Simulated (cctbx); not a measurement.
**Occupancies in SrHf3**

Cell a = 4.7520 Å, b = 4.7520 Å, c = 9.7870 Å, α = 90.00°, β = 90.00°, γ = 90.00°; space group I4/mmm (no. 139); nominal formula SrHf3.

The data are simulated with cctbx, not measured: Ga Kα, λ = 1.3414 Å, to d = 0.83 Å, 70 % of the full sphere, strongest reflection 5000 counts, noise from counting, a 4 % proportional error and a noise floor of 4 counts (s.d.); no absorption, and some extinction, which the refinements don't model.

With every site full:

```text
Rint 0.040, 78 unique reflections to 0.84 A
cycle     R1     wR2    GooF  max shift (A)
   1  0.1175  0.2522   6.915   0.00000
   2  0.0202  0.0492   1.350   0.00000
final R1 0.0202 wR2 0.0492 GooF 1.350  parameters 6  data/parameter 13.0
atom        x        y        z      Ueq    occ   su(xyz)  su(Uiso or U11)
Hf1    0.50000  0.50000  0.00000   0.0125  1.000  0.00000  0.0006
Hf2    0.50000  0.00000  0.25000   0.0047  1.000  0.00000  0.0005
Sr2    0.00000  0.00000  0.00000   0.0052  1.000  0.00000  0.0007
difference map: max 0.97 min -1.31 rms 0.28
Q1    0.0000  0.1091  0.0000    8    1.02  0.52 A from Sr2
Q2    0.0000  0.0000  0.0661    4    0.91  0.65 A from Sr2
Q3    0.0000  0.0000  0.2769    4    0.79  2.18 A from Hf1
Q4    0.0000  0.4231  0.2161   16    0.76  0.49 A from Hf2
Q5    0.1202  0.3014  0.0000   16    0.72  1.54 A from Sr2
Q6    0.0000  0.4181  0.5000    8    0.66  1.99 A from Hf1
```

With the occupancies of the suspect sites free, each still typed as its main element:

```text
Rint 0.040, 78 unique reflections to 0.84 A
cycle     R1     wR2    GooF  max shift (A)
   1  0.0771  0.1849   5.143   0.00000
   2  0.0165  0.0341   0.949   0.00000
final R1 0.0165 wR2 0.0341 GooF 0.948  parameters 8  data/parameter 9.8
atom        x        y        z      Ueq    occ   su(xyz)  su(Uiso or U11)
Hf1    0.50000  0.50000  0.00000   0.0109  0.965  0.00000  0.0005
Hf2    0.50000  0.00000  0.25000   0.0054  1.000  0.00000  0.0003
Sr2    0.00000  0.00000  0.00000   0.0080  1.030  0.00000  0.0007
su of occupancy Hf1: 0.005
su of occupancy Sr2: 0.008
difference map: max 0.68 min -1.25 rms 0.23
Q1    0.0000  0.0000  0.2636    4    0.68  2.31 A from Hf1
Q2    0.1205  0.2921  0.0000   16    0.63  1.50 A from Sr2
Q3    0.0000  0.1576  0.1716   16    0.60  1.80 A from Hf2
Q4    0.0000  0.2844  0.4589   16    0.53  1.41 A from Hf1
Q5    0.0000  0.4250  0.0000    8    0.51  2.02 A from Sr2
Q6    0.0000  0.2240  0.2770   16    0.51  1.34 A from Hf2
```

**Question.** What is the disorder?

X-rays count electrons. Hf1 refines to 0.965(0.005), or 69.5 electrons; the site truly holds 0.9 Hf and 0.1 Sr, 68.6 electrons, which is 0.953 of Hf; Sr2 refines to 1.030(0.008), or 39.1 electrons; the site truly holds 0.9 Sr and 0.1 Hf, 41.4 electrons, which is 1.089 of Sr. A value under 1 can't tell vacancies from a lighter guest, and one over 1 needs a heavier guest; chemistry or a second radiation must settle which. Occupancy correlates with U and the scale, and the two elements' form factors differ in shape, so the match is approximate.

Freeing them takes R1 from 0.0202 to 0.0165 and GooF from 1.35 to 0.95.

The model was made for the exercise: a known structure type with other elements put in, its volume estimated, not relaxed; displacement parameters are assumed.

[Middle refinement cycles are left out of these outputs.]

[Logs are printed without paths, hosts, clocks, repeated set-up lines and the standing remarks that a program may print on its own settings, such as how far it seeks lower states.]
